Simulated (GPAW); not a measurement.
## A GW chain in GPAW: CdBr2 (R-3m)

Wanted: ground state, empty states, screening and self-energy for CdBr2 (R-3m).

Main program and level: GPAW 26.7.0; LDA and many-body steps on it, plane waves.

The database entry behind the starting cell has ideal inner coordinates that were not refined, so it need not match the best structure at ambient conditions.

### Step 1. Set-up

The structure is trigonal, space group R-3m (No. 166). Conventional cell: a = 3.950 Å, b = 3.950 Å, c = 18.670 Å, α = 90.00°, β = 90.00°, γ = 120.00°. Nearest to Cd lie 6 Br at 2.76 Å. Nearest to Br lie 3 Cd at 2.76 Å. Farther neighbours and most contacts between anions are not listed.

As a file:

```
Cd Br
1.0
     1.97500    1.14027    6.22333
    -1.97500    1.14027    6.22333
     0.00000   -2.28053    6.22333
Cd Br
1 2
Direct
  0.00000 0.00000 0.00000
  0.25000 0.25000 0.25000
  0.75000 0.75000 0.75000
```

The cell and positions come from the Crystallography Open Database and are kept as given unless a step says otherwise.

### Step 2. Ground state

This step: GPAW 26.7.0; DFT, LDA, plane waves, PAW.

The ground-state density comes first.

Contents of run.py:

```python
import json
import numpy as np
from gpaw.mpi import world
from ase import Atoms
from gpaw import GPAW, PW, FermiDirac

atoms = Atoms(['Cd', 'Br', 'Br'],
    cell=[[1.9750000000, 1.1402667816, 6.2233333333],
      [-1.9750000000, 1.1402667816, 6.2233333333],
      [0.0000000000, -2.2805335633, 6.2233333333]],
    scaled_positions=[[0.0000000000, 0.0000000000, 0.0000000000],
      [0.2500000000, 0.2500000000, 0.2500000000],
      [0.7500000000, 0.7500000000, 0.7500000000]],
    pbc=(True, True, True))
calc = GPAW(mode=PW(450),
    xc='LDA',
    kpts={'size': (8, 8, 8), 'gamma': True},
    occupations=FermiDirac(0.001),
    nbands=-7,
    convergence={'density': 1e-6, 'bands': -3},
    maxiter=100,
    txt='gs.txt')
atoms.calc = calc
res = {'energy': atoms.get_potential_energy()}
kpts = calc.get_ibz_k_points()
res['kpts'] = kpts
res['eigenvalues'] = [calc.get_eigenvalues(kpt=k) for k in range(len(kpts))]
res['n_electrons'] = calc.get_number_of_electrons()
calc.write('gs.gpw')

if world.rank == 0:
    with open('result.json', 'w') as f:
        json.dump(res, f, default=lambda x: x.tolist())
```

Launch:

```sh
$ mpirun -n 4 gpaw python run.py
```

Numbers of over 12 decimals in the logs are rounded to 6 here.

The program printed:

```text
__  _  _
 | _ |_)|_||  |
 |__||  | ||/\| - 26.7.0

Input parameters:
  mode=PW(ecut=450.000000),
  convergence={'density': 1e-06, 'bands': -3},
  kpts=MonkhorstPack(size=(8, 8, 8), gamma=True),
  maxiter=100,
  nbands=-7,
  occupations=Occupations(name='fermi-dirac', width=0.001, fixmagmom=False),
  xc=XC(name='LDA')
  [... matrices ...]
Diagonalizing LCAO Hamiltonian
Converting LCAO to pw mode

       Br

       Br

       Cd

Atoms  # Å, Bohr magnetons
|   | symbol |        x |         y |         z |    initial magnetic moments |
| 0 |     Cd | 0.000000 |  0.000000 |  0.000000 | ( 0.0000,  0.0000,  0.0000) |
| 1 |     Br | 0.000000 | -0.000000 |  4.667500 | ( 0.0000,  0.0000,  0.0000) |
| 2 |     Br | 0.000000 | -0.000000 | 14.002500 | ( 0.0000,  0.0000,  0.0000) |

Unit cell  # Å
| periodic |         x |         y |        z |  lengths |    angles |
|      yes |  1.975000 |  1.140267 | 6.223333 | 6.628025 | 34.672295 |
|      yes | -1.975000 |  1.140267 | 6.223333 | 6.628025 | 34.672295 |
|      yes |  0.000000 | -2.280534 | 6.223333 | 6.628025 | 34.672295 |

Number of symmetries: 12
Symmetry operations  # r_c * U_cc + t_c -> r_c
|    | kind |            matrix            |
|  0 |  E   |  1, 0, 0,  0, 1, 0,  0, 0, 1 |
|  1 |  σ   |  1, 0, 0,  0, 0, 1,  0, 1, 0 |
|  2 |  σ   |  0, 1, 0,  1, 0, 0,  0, 0, 1 |
|  3 |  C3  |  0, 1, 0,  0, 0, 1,  1, 0, 0 |
|  4 |  C3  |  0, 0, 1,  1, 0, 0,  0, 1, 0 |
|  5 |  σ   |  0, 0, 1,  0, 1, 0,  1, 0, 0 |
|  6 |  C2  |  0, 0,-1,  0,-1, 0, -1, 0, 0 |
|  7 |  S6  |  0, 0,-1, -1, 0, 0,  0,-1, 0 |
|  8 |  S6  |  0,-1, 0,  0, 0,-1, -1, 0, 0 |
|  9 |  C2  |  0,-1, 0, -1, 0, 0,  0, 0,-1 |
| 10 |  C2  | -1, 0, 0,  0, 0,-1,  0,-1, 0 |
| 11 |  i   | -1, 0, 0,  0,-1, 0,  0, 0,-1 |

BZ-sampling:
  Number of BZ points: 512
  Number of IBZ points: 65

  Monkhorst-Pack size: [8, 8, 8]
  Monkhorst-Pack shift: [0.0625, 0.0625, 0.0625]

K-points  # in reciprocal-cell coordinates
|     |                                coordinates |     weight |
|   0 | (  0.00000000,   0.00000000,   0.00000000) | 0.00195312 |
|   1 | (  0.12500000,   0.00000000,  -0.12500000) | 0.01171875 |
|   2 | (  0.12500000,   0.00000000,   0.00000000) | 0.01171875 |
|   3 | (  0.12500000,   0.12500000,  -0.12500000) | 0.01171875 |
|   4 | (  0.12500000,   0.12500000,   0.00000000) | 0.01171875 |
|   5 | (  0.12500000,   0.12500000,   0.12500000) | 0.00390625 |
|   6 | (  0.25000000,  -0.12500000,  -0.12500000) | 0.01171875 |
|   7 | (  0.25000000,   0.00000000,  -0.25000000) | 0.01171875 |
|   8 | (  0.25000000,   0.00000000,  -0.12500000) | 0.02343750 |
|   9 | (  0.25000000,   0.00000000,   0.00000000) | 0.01171875 |
| ... |                                            |            |
|  64 | (  0.50000000,   0.50000000,   0.50000000) | 0.00195312 |

Plane wave coefficients: 1837
Cutoff: 450.000000 eV

Spin-components: 1 (collinear spins)
Bands:           20
Projectors:      16
Spin-degeneracy: 2
Datatype:        complex128

  Storage: CPU
  Wave functions: 37_502_400 bytes (9_375_600 per core)
  Projectors: 43_127_760 bytes (10_781_940 per core)
  [... matrices ...]
Parallelization:
  kpt:    4
  domain: 1
  band:   1

Density:
  Valence electrons: 26.0
  Components: 1
  Grid points: [35 35 35]
  Charge: 0.0  # |e|

Potential:
  Grid points: [35 35 35]

species:
  Cd:
    name:    Cadmium
    Z:       48.0
    valence: 12
    core:    36
    charge:  0.0  # [|e|]
    compensation charges:
      type: gauss
      rc: 0.38  # [Å]
      lmax: 2
    cutoffs:
      filter: 2.12  # [Å]
      core: 2.62  # [Å]
    projectors
    | kind |    occ | energy [eV] | rcut [Å] |
    |   5s |  2.000 |      -5.950 |    1.191 |
    |   5p |  0.000 |      -1.328 |    1.228 |
    |   4d | 10.000 |     -11.904 |    1.164 |
    |    s |        |      21.261 |    1.191 |
    |    p |        |      25.883 |    1.228 |
    |    d |        |      15.307 |    1.164 |

    Using partial waves for Cd as LCAO basis

  Br:
    name:    Bromine
    Z:       35.0
    valence: 7
    core:    28
    charge:  0.0  # [|e|]
    compensation charges:
      type: gauss
      rc: 0.35  # [Å]
      lmax: 2
    cutoffs:
      filter: 1.98  # [Å]
      core: 2.38  # [Å]
    projectors
    | kind |    occ | energy [eV] | rcut [Å] |
    |   4s |  2.000 |     -20.306 |    1.111 |
    |   4p |  5.000 |      -8.003 |    1.111 |
    |    s |        |       6.906 |    1.111 |
    |    p |        |      19.208 |    1.111 |
    |    d |        |       0.000 |    1.111 |

    Using partial waves for Br as LCAO basis

Reference energy: -293661.055429  # eV

eigensolver:
  PPCG
  Converge bands: -3
  niter=2

density mixing:
  MSR1-Mixer
  Pratt-step length: 0.05
  Maximum mixing coefficient: 0.75
  Old densities: 10
  SVD Regularization: 0.005
  Good broyden scale: 1.0
  Trust region scale: 1.0
  Backstep threshold: 4.0
  History deletion threshold: 6.0
  Fourier metric: weight=20.0, sigma=0.015

occupation numbers:
  Fermi-Dirac:
    width: 0.0010  # eV

poisson solver:
  ecut: 3600.000000  # eV

xc functional:
  name: None

Initialization done in: 1.612 s

convergence criteria:
- Maximum integral of absolute [dens]ity change: 1e-06 electrons / valence electron
- Maximum [total energy] change in last 3 cyles: 0.0005 eV / valence electron
- Maximum integral of absolute [eigenst]ate change: 4e-08 eV^2 / valence electron
maximum number of iterations: 100

SCF iterations
|iter     |     time |      energy | eigst |  dens |
|iter:   1|  |   -8.828483 | +0.60 |       |
|iter:   2|  |   -8.732262 | -0.63 | -1.30 |
|iter:   3|  |   -8.410259 | -1.34 | -1.34 |
|iter:   4|  |   -8.403209 | -3.49 | -1.87 |
|iter:   5|  |   -8.402264c| -3.67 | -2.42 |
|iter:   6|  |   -8.402251c| -5.56 | -3.01 |
|iter:   7|  |   -8.402251c| -6.77 | -3.75 |
|iter:   8|  |   -8.402251c| -7.67c| -4.26 |
|iter:   9|  |   -8.402251c| -8.29c| -4.78 |
|iter:  10|  |   -8.402251c| -9.07c| -5.57 |
|iter:  11|  |   -8.402251c| -9.52c| -6.45c|

Converged in 11 steps
SCF loop duration: 26.328 s (2.393 s/step)
Energy contributions relative to reference atoms: (reference = -293661.055429)
  [... matrices ...]
Energy contributions:
  Kinetic:          21.069712
  Coulomb:         -18.891205
  Zero:             -0.005238
  External:          0.000000
  Xc:              -10.575521
  Entropy:          -0.000000
  Spinorbit:         0.000000
  ----------------------------
  Free energy:      -8.402251
  Extrapolated:     -8.402251

dipole moment: (0.000000, 0.000000, -61.392631)  # |e|*Ang

Fermi level: 3.064
Eigenvalues  # (at kpt = [0.000, 0.000, 0.000])
| band index |      eig [eV] | occ [0-2] |
|          0 |       -12.356 |     2.000 |
|        ... |               |           |
|          5 |        -4.994 |     2.000 |
|          6 |        -4.994 |     2.000 |
|          7 |        -1.973 |     2.000 |
|          8 |         1.171 |     2.000 |
|          9 |         1.171 |     2.000 |
|         10 |         1.458 |     2.000 |
|         11 |         1.510 |     2.000 |
|         12 |         1.510 |     2.000 |
|         13 |         4.244 |     0.000 |
|         14 |         6.716 |     0.000 |
|         15 |         9.472 |     0.000 |
|         16 |         9.472 |     0.000 |
|         17 |        11.572 |     0.000 |
|         18 |        12.337 |     0.000 |
|         19 |        12.337 |     0.000 |

Gap: 2.555 eV
Transition (v -> c):
  (s=0, k=11, n=12, [0.25, 0.12, -0.12]) -> (s=0, k=0, n=13, [0.00, 0.00, 0.00])
Direct/indirect transitions are different
Direct gap: 2.734 eV
Transition at: (s=0, k=0, n=12, [0.00, 0.00, 0.00])
# Writing to gs.gpw (mode='')
  [... matrices ...]
```

Wall time 30 s (4 MPI ranks of Arm Neoverse V1, shared host); peak memory 0.86 GiB.

This step gave:

* total energy: -8.402 eV
* gap: 2.555 eV
* k of the valence top: 0.25, 0.125, -0.125
* k of the conduction bottom: 0, 0, 0
* least direct gap: 2.734 eV

The gap is indirect, with the least direct gap 0.18 eV higher.

### Step 3. Empty states on the mesh, 4×4×4 mesh, 200 bands

The sums over transitions need many empty states on a uniform mesh; this step solves for them.

Contents of run.py:

```python
import json
import numpy as np
from gpaw.mpi import world
from gpaw import GPAW

calc = GPAW('gs.gpw').fixed_density(kpts={'size': (4, 4, 4), 'gamma': True},
    parallel={'domain': 1, 'band': 1},
    txt='nscf.txt')
calc.diagonalize_full_hamiltonian(nbands=200)
calc.write('full.gpw', mode='all')
res = {}
kpts = calc.get_ibz_k_points()
res['kpts'] = kpts
res['eigenvalues'] = [calc.get_eigenvalues(kpt=k) for k in range(len(kpts))]
res['n_electrons'] = calc.get_number_of_electrons()

if world.rank == 0:
    with open('result.json', 'w') as f:
        json.dump(res, f, default=lambda x: x.tolist())
```

Launch:

```sh
$ mpirun -n 4 gpaw python run.py
```

The program printed:

```text
Diagonalizing LCAO Hamiltonian
Converting LCAO to pw mode
convergence criteria:
- Maximum integral of absolute [eigenst]ate change: 4e-08 eV^2 / valence electron
maximum number of iterations: 100

SCF iterations
|iter     |     time |      energy | eigst |  dens |
|iter:   1|  |             | +0.48 |       |
|iter:   2|  |             | -0.84 |       |
|iter:   3|  |             | -1.91 |       |
[...]
|iter:   7|  |             | -5.91 |       |
|iter:   8|  |             | -6.86 |       |
|iter:   9|  |             | -7.68c|       |
SCF steps: 9
  __  _  _
 | _ |_)|_||  |
 |__||  | ||/\| - 26.7.0

Input parameters:
  mode=PW(ecut=450.000000),
  convergence={'density': 1e-06, 'bands': -3},
  gpts=array([35, 35, 35]),
  kpts=MonkhorstPack(size=(4, 4, 4), gamma=True),
  maxiter=100,
  nbands=20,
  occupations=Occupations(name='fermi-dirac', width=0.001, fixmagmom=False),
  parallel={'domain': 1, 'band': 1},
  xc=XC(name='LDA')
Matrix size: 1830x1830
# Writing to full.gpw (mode='all')
  [... matrices ...]

timing:  # [seconds]
  Total: 33.543  # ━━━━━━━━━━━━━━━━━━━━━━━━━━━━━━━━━━━━━━━━━━━━━━━━━━━━━━━━━━
```

The job ended after 42 s (4 MPI ranks; peak memory 1.8 GiB).

This step gave:

| Quantity | Value |
| --- | --- |
| gap | 2.584 eV |
| k of the valence top | 0.5, 0.5, 0 |
| k of the conduction bottom | 0, 0, 0 |
| least direct gap | 2.734 eV |
| k points computed | 13 |
| lowest point of the top converged band, above the valence top | 92.4631 eV |

On this mesh the gap is 2.584 eV.

### Step 4. Screening and self-energy, 4×4×4 mesh, 88 bands, screening to 60 eV

G0W0 replaces the xc potential by the self-energy, built once from these orbitals. Only a window of levels is corrected, while the sums run over the empty bands that the input names.

This step: G0W0 on LDA, plane waves, PAW.

Contents of run.py:

```python
import json
import numpy as np
from gpaw.mpi import world
from gpaw.response.g0w0 import G0W0

gw = G0W0('full.gpw',
    filename='gw',
    kpts=[0, 10],
    bands=(11, 15),
    ecut=60,
    nbands=88,
    integrate_gamma='WS',
    ppa=True)
gw.calculate()
res = {mode: {k: v for k, v in r.items() if k != 'sigma_eskwn'}
       for mode, r in gw.all_results.items()}

if world.rank == 0:
    with open('result.json', 'w') as f:
        json.dump(res, f, default=lambda x: x.tolist())
```

Launch:

```sh
$ mpirun -n 4 gpaw python run.py
```

The program printed:

```text
Using integrator: PointIntegrator
FrequencyGridDescriptor(from 0.000+0.000j to 0.000+27.211j eV, 2 points)
Nonperiodic BCs:  [False False False]
Using integrator: PointIntegrator
FrequencyGridDescriptor(from 0.000+0.000j to 0.000+27.211j eV, 2 points)
Nonperiodic BCs:  [False False False]
  ___  _ _ _
 |   || | | |
 | | || | | |
 |__ ||_____|
 |___|

BZ k-points: Symmetries present (total): 12

  [... matrices ...]
64 k-points: 4 x 4 x 4 Monkhorst-Pack grid + [1/8,1/8,1/8]
13 k-points in the irreducible part of the Brillouin zone
       k-points in crystal coordinates                weights
   0:     0.00000000    0.00000000    0.00000000          1/64
   1:     0.25000000    0.00000000   -0.25000000          6/64
   2:     0.25000000    0.00000000    0.00000000          6/64
   3:     0.25000000    0.25000000   -0.25000000          6/64
   4:     0.25000000    0.25000000    0.00000000          6/64
   5:     0.25000000    0.25000000    0.25000000          2/64
   6:     0.50000000    0.00000000    0.00000000          3/64
   7:     0.50000000    0.25000000   -0.25000000          6/64
   8:     0.50000000    0.25000000    0.00000000         12/64
   9:     0.50000000    0.25000000    0.25000000          6/64
          ...
  12:     0.50000000    0.50000000    0.50000000          1/64

Distributing spins, k-points and bands (1 x 2 x 4) over 4 processes
Number of blocks: 1

Quasi particle states:
k-points (IBZ indices): [0, 10]
Band range: (11, 15)
  [... matrices ...]
Computational parameters:
Plane wave cut-off: 60 eV
Number of bands: 88
Coulomb cutoff: None
Broadening: 0.1 eV

fxc modes: GW
Kernel: RPA
Using Godby-Needs plasmon-pole approximation:
  Fitting energy: i*E0, E0 = 1.000 Hartree
Summing all q:

Calculating screened Coulomb potential
No Coulomb truncation
FrequencyGridDescriptor(from 0.000+0.000j to 0.000+27.211j eV, 2 points)
Removing empty qpoint cache files...

Calculating chi0 body with:
    Ground state adapter containing:
    Number of spins: 1
    Number of kpoints: 64
    Number of irreducible kpoints: 13
    Number of completely occupied states: 13
    Number of partially occupied states: 13
    Occupied states memory: 8.504868 M / cpu

    Linear response parametrization:
    q_c: [0.0, 0.0, 0.0]
    Number of frequency points: 2
    Planewave cutoff: 60.0
    Number of bands: 88
    Number of planewaves: 97
    Broadening (eta): 1e-06
    comm.size: 4
    kncomm.size: 4
    blockcomm.size: 1

    Memory estimate of potentially large arrays:
        chi0_wGG: 0.287140 M / cpu
Integrating chi0 body.

Symmetries of q_c:
    Direct symmetries (Uq -> q): 12
    Indirect symmetries (TUq -> q): 0
In total 12 allowed symmetries.

  [... matrices ...]
13 groups of equivalent kpoints. 79.6875% reduction.

Integral kind: response function
Integrating chi0 head and wings.

Symmetries of q_c:
    Direct symmetries (Uq -> q): 12
    Indirect symmetries (TUq -> q): 0
In total 12 allowed symmetries.

  [... matrices ...]
13 groups of equivalent kpoints. 79.6875% reduction.

Integral kind: response function wings

Calculating chi0 body with:
    Ground state adapter containing:
    Number of spins: 1
    Number of kpoints: 64
    Number of irreducible kpoints: 13
    Number of completely occupied states: 13
    Number of partially occupied states: 13
    Occupied states memory: 8.504868 M / cpu

[... the further q-points ...]

Results:
f:      Occupation numbers
eps:     KS-eigenvalues [eV]
vxc:     KS vxc [eV]
exx:     Exact exchange [eV]
sigma:   Self-energies [eV]
dsigma:  Self-energy derivatives
Z:       Renormalization factors
qp:      QP-energies [eV]

k-point 0 (0): (0.000, 0.000, 0.000)                GW
band       f     eps     vxc     exx   sigma  dsigma       Z      qp
                                                                   GW
  11   1.000   1.510 -18.320 -21.600   2.669  -0.243   0.804   1.019
  12   1.000   1.510 -18.320 -21.600   2.669  -0.243   0.804   1.019
  13   0.000   4.244 -13.922  -9.537  -2.913  -0.199   0.834   5.472
  14   0.000   6.716 -10.632  -5.951  -3.461  -0.193   0.838   7.738

k-point 1 (10): (0.500, 0.500, 0.000)                GW
band       f     eps     vxc     exx   sigma  dsigma       Z      qp
                                                                   GW
  11   1.000   1.589 -18.329 -21.583   2.650  -0.243   0.805   1.103
  12   1.000   1.660 -18.228 -21.518   2.673  -0.243   0.805   1.164
  13   0.000   4.869 -13.614  -9.008  -3.022  -0.201   0.833   6.188
  14   0.000   7.047 -10.896  -6.225  -3.428  -0.194   0.837   8.088
```

Wall time 2 min (4 MPI ranks); peak memory 1.8 GiB; 7.9 min of CPU time.

This step gave:

| Item | Value |
| --- | --- |
| G0W0 gap on the points computed | 4.309 eV |
| least direct G0W0 gap on the computed points | 4.453 eV |
| Z at the valence top | 0.8045 |
| Z at the conduction bottom | 0.8343 |
| starting gap on the mesh | 2.584 eV |
| k of the valence top | 0.5, 0.5, 0 |
| k of the conduction bottom | 0, 0, 0 |

The gap on the mesh goes from 2.58 eV to 4.31 eV, a correction of +1.72 eV. The start differs from the 2.56 eV found before because the two sample other k points.

Limits: finite bands, cutoff and mesh; no spin-orbit coupling. v1 is the top filled band, c1 the lowest empty one. The levels before and after the correction (eV, zero at the valence-band top of each column):

```tsv
	conduction bottom	valence top
Kohn-Sham	2.58	0.00
G0W0	4.31	0.00
```

```tsv
	level	energy (eV)
Kohn-Sham	Γ v2-v1	-0.150
Kohn-Sham	Γ c1	2.584
Kohn-Sham	Γ c2	5.056
Kohn-Sham	(0.5 0.5 0) v2	-0.072
Kohn-Sham	(0.5 0.5 0) v1	0.000
Kohn-Sham	(0.5 0.5 0) c1	3.209
Kohn-Sham	(0.5 0.5 0) c2	5.386
G0W0	Γ v2-v1	-0.145
G0W0	Γ c1	4.309
G0W0	Γ c2	6.575
G0W0	(0.5 0.5 0) v2	-0.061
G0W0	(0.5 0.5 0) v1	0.000
G0W0	(0.5 0.5 0) c1	5.024
G0W0	(0.5 0.5 0) c2	6.924
```

### Step 5. Where the time went

Times are wall times on 4 MPI ranks of Arm Neoverse V1, shared host, good to a factor of about two.

```tsv
step	time	share	memory (GiB)
ground state	30 s	16 %	0.86
empty states on the mesh	42 s	22 %	1.8
screening and self-energy	2 min	62 %	1.8
```

### Step 6. What came out

| Quantity | Value |
| --- | --- |
| LDA gap | 2.56 eV, indirect |
| G0W0 gap on the mesh | 4.31 eV |
| G0W0 gap over the zone (rigid shift) | 4.28 eV |
| GW settings | 4×4×4 mesh, 88 bands, screening to 60 eV, Godby-Needs plasmon pole |
| known limits | not at the basis limit; no spin-orbit coupling |

G0W0 moves the gap on the mesh from 2.58 eV to 4.31 eV (+1.72 eV), with Z of 0.80 and 0.83 at the edges. The mesh misses the band edges by 0.03 eV in all; a rigid shift gives 4.28 eV for the zone. Only 2 of the mesh's irreducible points were corrected, so a valley elsewhere could overtake. The dearest step here is «screening and self-energy». Bands and cutoff are finite, so the gap is not at the basis limit. The miss can reach some tenths of an eV and take either sign; the mesh is an error of its own. These stock PAW sets were not made for GW; the filled d or f shell of Br lies in the frozen core, which bears on start and correction. In the G0W0 run levels were corrected at 2 k points alone, so a gap called «on the mesh» is the least over those, and an edge elsewhere would be missed. The many-body steps are scalar-relativistic: spin-orbit coupling is not in them.

[Paths, hosts, dates, memory and timing lines, banners, echoed tables and standing remarks are left out of the program output.]

[Logs are printed without paths, hosts, clocks, repeated set-up lines and the standing remarks that a program may print on its own settings, such as how far it seeks lower states.]

[Runs of the session that timed out or met a known fault of the program may be left out.]

[Hosts, paths, dates, database ids (printed as entryN), source tags and the programs' standing remarks are cut or masked in the printed files.]
